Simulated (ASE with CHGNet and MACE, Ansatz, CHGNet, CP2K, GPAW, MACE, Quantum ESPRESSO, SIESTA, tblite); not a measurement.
# Machine-learned potentials runs on random packing of Na51Sb49 (at. %) (68 atoms)

Wanted: machine-learned potentials inputs and outputs for random packing of Na51Sb49 (at. %) (68 atoms), checked against a plane-wave reference.

Calculated with ASE with CHGNet and MACE; the method is named at each step.

## Step 1: Starting point

The cell holds 68 atoms: 35 Na and 33 Sb. Cell: a = 12.652 Å, b = 12.652 Å, c = 12.652 Å, α = 90.0°, β = 90.0°, γ = 90.0°. 68 atoms (35 Na, 33 Sb) packed at random in a cube at 3.95 g/cm³ and pushed apart as soft spheres; a start for melting by ab initio MD, not an equilibrated structure. Then every atom was moved at random, 0.03 Å r.m.s. a Cartesian component.

The yardstick, on the same geometry:

```
method                 : Kohn-Sham DFT, PBE, PAW, plane waves (Ansatz 0.2.0); cutoff 420 eV, Γ point, fermi-dirac smearing of 0.05 eV; PAW set soft_2
r.m.s. force component : 0.723 eV/Å
longest force          : 3.322 eV/Å
pressure               : 4.538 GPa
SCF cycles             : 11
time                   : 46 s on 4 threads of Arm Neoverse V1, shared host
CPU time               : 3 min
```

## Step 2: CHGNet 0.3.0 potential

Method: machine-learned interatomic potential CHGNet 0.3.0, trained on PBE(+U) plane-wave data.

run.py

```python
import numpy as np
from ase.io import read
import mlip  # loads the published weights by name

atoms = read("structure.xyz")
atoms.calc = mlip.calc("chgnet-0.3.0")
energy = atoms.get_potential_energy()
forces = atoms.get_forces()
print(f"energy {energy:.6f} eV")
print("forces (eV/A)")
for i, (a, f) in enumerate(zip(atoms, forces)):
    print(f"{i:4d} {a.symbol:2s} {f[0]:10.5f} {f[1]:10.5f} {f[2]:10.5f}")
stress = -atoms.get_stress(voigt=False) * 160.21766
print("stress (GPa, compression positive)")
for row in stress:
    print(" ".join(f"{x:10.4f}" for x in row))
```

structure.xyz

```xyz
68
Lattice="12.65230 0.00000 0.00000 0.00000 12.65230 0.00000 0.00000 0.00000 12.65230" Properties=species:S:1:pos:R:3 pbc="T T T"
Na 7.55469 0.71359 12.36535
Na 11.62202 1.73779 8.82194
Na 11.46260 8.30054 4.74221
Na 1.87393 1.20602 11.38505
Na 9.13724 6.08386 0.67905
Na 7.31290 6.30742 5.70948
Na 8.29700 11.77954 9.79389
Na 12.63408 12.26058 6.77948
Na 6.39232 7.63288 12.32435
Na 1.21437 9.71254 3.46496
Na 4.10732 9.82160 1.79789
Na 10.94690 9.59184 8.93872
Na 8.87508 11.83420 2.02007
Na 6.53365 3.25607 11.05356
Na 3.48330 3.88818 11.38985
Na 11.64935 2.06410 4.16084
Na 4.81913 7.06846 9.41989
Na 1.93504 10.31820 8.07723
Na 6.00605 2.40710 3.71370
Na 10.09869 4.17197 9.67496
Na 2.65471 6.72040 12.29348
Na 3.94613 9.27603 11.26232
Na 0.97005 8.59104 10.50052
Na 10.91590 11.32330 4.33607
Na 8.25575 8.04307 8.29928
Na 5.99896 11.79953 3.26986
Na 3.76419 0.63717 4.77245
Na 8.93252 1.06823 5.28094
Na 10.90363 3.39271 1.13694
Na 12.05207 6.67750 1.23132
Na 10.88110 6.91587 10.98080
Na 4.23877 12.11508 12.43316
Na 11.86406 5.23552 4.38681
Na 5.22426 5.55879 2.28323
Na 2.21023 5.80247 2.93862
Sb 0.91033 6.63461 6.46444
Sb 5.59687 1.28408 6.94877
Sb 3.56428 8.13467 4.34455
Sb 8.95758 9.50618 5.72656
Sb 4.76410 10.61541 5.69619
Sb 11.69908 12.04790 10.77154
Sb 12.37155 9.61423 0.94728
Sb 8.52335 2.72417 7.68146
Sb 0.99080 12.58803 4.01748
Sb 4.44551 2.94546 8.76842
Sb 10.20180 4.81547 6.83629
Sb 10.17789 1.64758 11.38821
Sb 7.72474 5.91077 10.29695
Sb 9.44545 8.96061 2.54615
Sb 8.19198 9.96584 12.18214
Sb 2.10382 1.05533 1.82750
Sb 1.50752 11.01066 12.17101
Sb 11.60874 12.24186 0.77331
Sb 12.38711 3.20394 11.24929
Sb 9.69925 11.70439 7.20789
Sb 9.28363 3.89185 3.62084
[... 8 atom lines left out ...]
Sb 0.78710 3.04756 6.39624
Sb 6.60754 8.32686 2.56994
Sb 5.21047 2.18062 0.83012
Sb 2.87637 0.39943 8.67252
```

Run with:

```console
$ OMP_NUM_THREADS=1 python run.py > output.txt
```

What it wrote:

```text
CHGNet v0.3.0 initialized with 412,525 parameters
CHGNet will run on cpu
energy -191.549469 eV
forces (eV/A)
   0 Na   -0.04587   -0.39348    0.12027
   1 Na    0.21518   -0.07813   -1.01763
   2 Na    0.30139   -0.35173    0.28489
   3 Na    0.10062   -0.00910   -0.34116
   4 Na   -0.52285    0.28440    0.21914
   5 Na    0.21528   -0.25693   -0.83570
   6 Na   -0.02246    0.36574    0.21315
   7 Na    0.35016    0.29438    0.35515
   8 Na   -0.08858   -0.24228    0.00241
   9 Na    0.17259   -0.02725    0.17264
  10 Na   -0.41254   -0.00837    0.00747
  11 Na   -0.07559    0.30293    0.09659
  12 Na   -0.21041    0.24436   -0.04017
  13 Na    0.44034    0.02626   -0.26014
  14 Na    0.18393    0.08219    0.31429
  15 Na    0.05405    0.02304   -0.27245
  16 Na   -0.41899   -0.36438    0.00197
  17 Na    0.32331   -0.60003   -0.37462
  18 Na    0.39923    0.04517    0.35676
  19 Na   -0.13169    0.33679    0.34662
  20 Na   -0.29348   -0.41080    0.35019
  21 Na    0.43839    0.59465   -0.38565
  22 Na   -0.39961   -0.41854   -0.30402
  23 Na    0.09558    0.07875   -0.39105
[...]
60 Sb    0.90941    0.33810   -0.68483
  61 Sb    0.31607    1.59453    1.20736
  62 Sb    0.01752   -0.02962   -0.48308
  63 Sb    1.77438    1.61431    1.64669
  64 Sb    0.35085    0.49994    0.34481
  65 Sb    0.35228    0.16633    0.38836
  66 Sb   -0.58004   -0.07919    0.22404
  67 Sb    0.54199    0.63860   -0.44499
stress (GPa, compression positive)
    4.1860     0.5250     0.0063
    0.5250     4.2839    -0.2539
    0.0063    -0.2539     4.3918
```

Wall time 4.8 s (1 thread of Arm Neoverse V1, shared host); peak memory 0.54 GiB.

Banners, paths, timers and routine set-up lines are dropped from the logs unmarked, and long logs keep their key lines alone; longer cuts are marked.

Numbers from this run, and their distance from the reference:

| Property | Result |
| --- | --- |
| r.m.s. force component | 0.6379 eV/Å |
| r.m.s. difference of force components | 228.4 meV/Å |
| longest difference of force vectors | 867.6 meV/Å |
| force difference over r.m.s. force | 31.59 % |
| slope of forces against the reference's | 0.8394 |
| correlation of force components | 0.9513 |
| pressure | 4.287 GPa |
| pressure difference | -0.2512 GPa |

Length of the force difference by element (eV/Å):

| element | atoms | mean | most |
| --- | --- | --- | --- |
| Na | 35 | 0.13 | 0.24 |
| Sb | 33 | 0.51 | 0.87 |

Local excerpt of 13 atoms (numbers count through the whole input) about Sb46, picked at random; x, y, z are measured from there.

```
atom      x      y      z  distance (Å)     Fx     Fy  Fz (eV/Å)
Sb46   0.00   0.00   0.00          0.00  -0.57  -0.99      -1.27
Sb58   1.26   1.98   1.25          2.66   0.13   1.09       0.84
Sb43  -1.68  -2.09   0.85          2.81  -0.92  -0.41       0.17
Na20  -0.10  -0.64   2.84          2.91  -0.13   0.34       0.35
Na33   1.66   0.42  -2.45          2.99   0.22  -0.08      -0.30
 Na6  -2.89   1.49  -1.13          3.44   0.22  -0.26      -0.84
Sb56  -0.92  -0.92  -3.22          3.47  -0.43   0.35       0.47
Sb65   3.24  -1.77  -0.44          3.71   0.35   0.50       0.34
Sb36   3.36   1.82  -0.37          3.84   1.52  -0.11      -0.37
 Na2   1.42  -3.08   1.99          3.93   0.22  -0.08      -1.02
Na25  -1.95   3.23   1.46          4.04   0.39  -0.06       0.48
Na16   1.45  -2.75  -2.68          4.10   0.05   0.02      -0.27
Sb61  -3.92  -0.01   1.26          4.12   0.91   0.34      -0.68
```

Atoms are counted from 1 here, from 0 in the log.

Forces lie 32 % from the reference's, at 0.023 times its CPU time (on 1 against 4 cores).

The difference per atom is largest on Sb (0.51 eV/Å on average, against 0.13 on Na).

## Step 3: MACE MP-0b3 medium potential

Method: machine-learned interatomic potential MACE MP-0b3 medium, trained on PBE(+U) plane-wave data.

run.py, as its differences from that of step 2:

```diff
@@ -5,3 +5,3 @@
 atoms = read("structure.xyz")
-atoms.calc = mlip.calc("chgnet-0.3.0")
+atoms.calc = mlip.calc("mace-mp-0b3-medium")
 energy = atoms.get_potential_energy()
```

structure.xyz is that of step 2.

What it wrote:

```text
energy -183.436071 eV
forces (eV/A)
   0 Na   -0.13943   -0.37019    0.22201
   1 Na    0.30184   -0.14386   -1.02370
   2 Na    0.11248   -0.28455    0.35936
   3 Na    0.05820   -0.10572   -0.38647
   4 Na   -0.58353    0.18303    0.26038
   5 Na    0.25742   -0.31701   -0.78631
   6 Na    0.02285    0.29302    0.16832
   7 Na    0.37571    0.37728    0.23783
   8 Na   -0.07552   -0.16186   -0.01035
   9 Na    0.35038   -0.12861    0.25456
  10 Na   -0.26657   -0.11491    0.10969
  11 Na   -0.12446    0.26671    0.04332
  12 Na   -0.06258    0.11223   -0.09006
  13 Na    0.40884    0.06561   -0.29381
  14 Na    0.21265    0.09583    0.25500
  15 Na    0.08241    0.12388   -0.08979
  16 Na   -0.28311   -0.18332   -0.00109
  17 Na    0.43920   -0.39118   -0.36920
  18 Na    0.26372    0.20532    0.33126
  19 Na   -0.25718    0.43039    0.47275
  20 Na   -0.14702   -0.23521    0.19558
  21 Na    0.26899    0.35402   -0.37195
  22 Na   -0.23926   -0.43148   -0.16940
  23 Na    0.02719    0.06247   -0.36099
[...]
60 Sb    0.99577    0.33020   -0.75160
  61 Sb    0.32064    1.50181    1.12670
  62 Sb    0.00104    0.11541   -0.69111
  63 Sb    1.77594    1.72684    1.65842
  64 Sb    0.25432    0.55495    0.33758
  65 Sb    0.12371    0.19577    0.38261
  66 Sb   -0.51151   -0.17784    0.30046
  67 Sb    0.02990    0.11553   -0.33154
stress (GPa, compression positive)
    4.1188     0.5575    -0.0255
    0.5575     4.1708    -0.3407
   -0.0255    -0.3407     4.2881
```

Elapsed: 8.5 s, on 1 thread; peak memory 0.75 GiB.

Compared with the plane-wave run:

```yaml
r_m_s_force_component: 0.6449 eV/Å
r_m_s_difference_of_force_components: 174.6 meV/Å
longest_difference_of_force_vectors: 761.7 meV/Å
force_difference_over_r_m_s_force: 24.15 %
slope_of_forces_against_the_reference_s: 0.8686
correlation_of_force_components: 0.9739
pressure: 4.193 GPa
pressure_difference: -0.3458 GPa
```

Against the first run (32 %), the force difference from the reference is 24 %, at 2.0 times the CPU time.

The difference per atom is largest on Sb (0.39 eV/Å on average, against 0.093 on Na).

## Step 4: CHGNet r2SCAN potential

Method: machine-learned interatomic potential CHGNet r2SCAN, trained on r2SCAN plane-wave data.

run.py, as its differences from that of step 3:

```diff
@@ -5,3 +5,3 @@
 atoms = read("structure.xyz")
-atoms.calc = mlip.calc("mace-mp-0b3-medium")
+atoms.calc = mlip.calc("chgnet-r2scan")
 energy = atoms.get_potential_energy()
```

structure.xyz is that of step 3.

What it wrote:

```text
CHGNet vr2scan initialized with 412,525 parameters
CHGNet will run on cpu
energy -991.423279 eV
forces (eV/A)
   0 Na   -0.00237   -0.25312    0.05571
   1 Na    0.18725   -0.01255   -0.68211
   2 Na    0.14901   -0.24033    0.19509
   3 Na    0.10254    0.00498   -0.23651
   4 Na   -0.40709    0.17153    0.21248
   5 Na    0.08064   -0.19799   -0.53215
   6 Na   -0.06878    0.20727    0.12962
   7 Na    0.23120    0.24570    0.25485
   8 Na    0.02887   -0.15865    0.06395
   9 Na    0.16937   -0.04679    0.09751
  10 Na   -0.23362   -0.06963    0.16479
  11 Na   -0.09042    0.18728    0.06023
  12 Na   -0.08756    0.02589   -0.11389
  13 Na    0.27863    0.02691   -0.15750
  14 Na    0.10272   -0.01401    0.15650
  15 Na    0.05256    0.08055   -0.15918
  16 Na   -0.21600   -0.28479   -0.13432
  17 Na    0.28284   -0.36813   -0.27114
  18 Na    0.25091    0.06919    0.18917
  19 Na   -0.11439    0.20680    0.13806
  20 Na   -0.28297   -0.31730    0.22592
  21 Na    0.32765    0.46330   -0.32123
  22 Na   -0.31255   -0.23194   -0.19364
  23 Na    0.03418    0.01543   -0.26256
[...]
60 Sb    0.36818    0.09774   -0.46820
  61 Sb    0.19096    1.02287    0.75085
  62 Sb    0.05133   -0.00962   -0.18632
  63 Sb    0.86027    0.94184    0.87727
  64 Sb    0.12017    0.48040    0.28412
  65 Sb    0.30964    0.15524    0.12892
  66 Sb   -0.29106   -0.10553    0.12547
  67 Sb    0.42229    0.40135   -0.27866
stress (GPa, compression positive)
    2.0777     0.2698     0.0121
    0.2698     2.0712    -0.2074
    0.0121    -0.2074     2.1921
```

Run time: 3.5 s. Hardware: 1 thread; peak memory 0.54 GiB.

Against the reference:

```
r.m.s. force component                  : 0.3763 eV/Å
r.m.s. difference of force components   : 401.5 meV/Å
longest difference of force vectors     : 1782 meV/Å
force difference over r.m.s. force      : 55.53 %
slope of forces against the reference's : 0.4813
correlation of force components         : 0.9246
pressure                                : 2.114 GPa
pressure difference                     : -2.425 GPa
```

Against the first run (32 %), the force difference from the reference is 56 %, at 0.85 times the CPU time; this potential was trained at another functional than the reference's, which explains only part of so large a difference.

The difference per atom is largest on Sb (0.89 eV/Å on average, against 0.20 on Na).

## Step 5: All runs compared

Differences are against the plane-wave reference, forces as r.m.s. over components; share is that over the reference's r.m.s. force, slope the least-squares factor from reference forces to these. Total energies of different programs have different zeros and aren't compared.

```
                         run  Δ force, r.m.s. (meV/Å)  share (%)  slope  Δ pressure (GPa)  cores  CPU time  memory (GiB)
                   reference                        -          -      -                 -      4     3 min           2.8
      CHGNet 0.3.0 potential                      228       31.6  0.839            -0.251      1     4.1 s          0.54
MACE MP-0b3 medium potential                      175       24.1  0.869            -0.346      1       8 s          0.75
     CHGNet r2SCAN potential                      401       55.5  0.481             -2.42      1     3.5 s          0.54
```

Times of the machine-learned potentials are mostly Python's start and the loading of weights.

CPU time is summed over cores on a shared host, where runs went side by side, so it is rough. Symmetry, cutoffs, thresholds, outputs and thread counts weren't matched or tuned between programs; memory under MPI is the largest rank's times the ranks.

## Step 6: Results

* nearest in forces: MACE MP-0b3 medium potential, 24 %
* its CPU time: 8 s

In words: Machine-learned potentials differ by 24 % (MACE MP-0b3 medium potential) to 56 % (CHGNet r2SCAN potential); they were trained on other programs' data, some at another functional. Among those trained on PBE data the slope goes as low as 0.84, which softening far from their training structures can give, though the reference's k-sampling is untested too. Machine-learned potentials mimic data converged in k, so the reference's own k-point error enters their differences. The reference's pressure of 4.5 GPa belongs to a cell and atoms that aren't relaxed at this level. The electronic-structure runs sample only Γ, in a cell whose shortest periodic width is 13 Å, which is coarse for a cell with partly filled levels. Spin–orbit coupling is left out, which matters for the levels of the heavy elements.

[Also dropped from logs without a mark: logging warnings of Python, and SIESTA's first energy breakdown and zero terms.]

[Logs are printed without paths, hosts, clocks, repeated set-up lines and the standing remarks that a program may print on its own settings, such as how far it seeks lower states.]

[Hosts, paths, dates, database ids (printed as entryN), source tags and the programs' standing remarks are cut or masked in the printed files.]
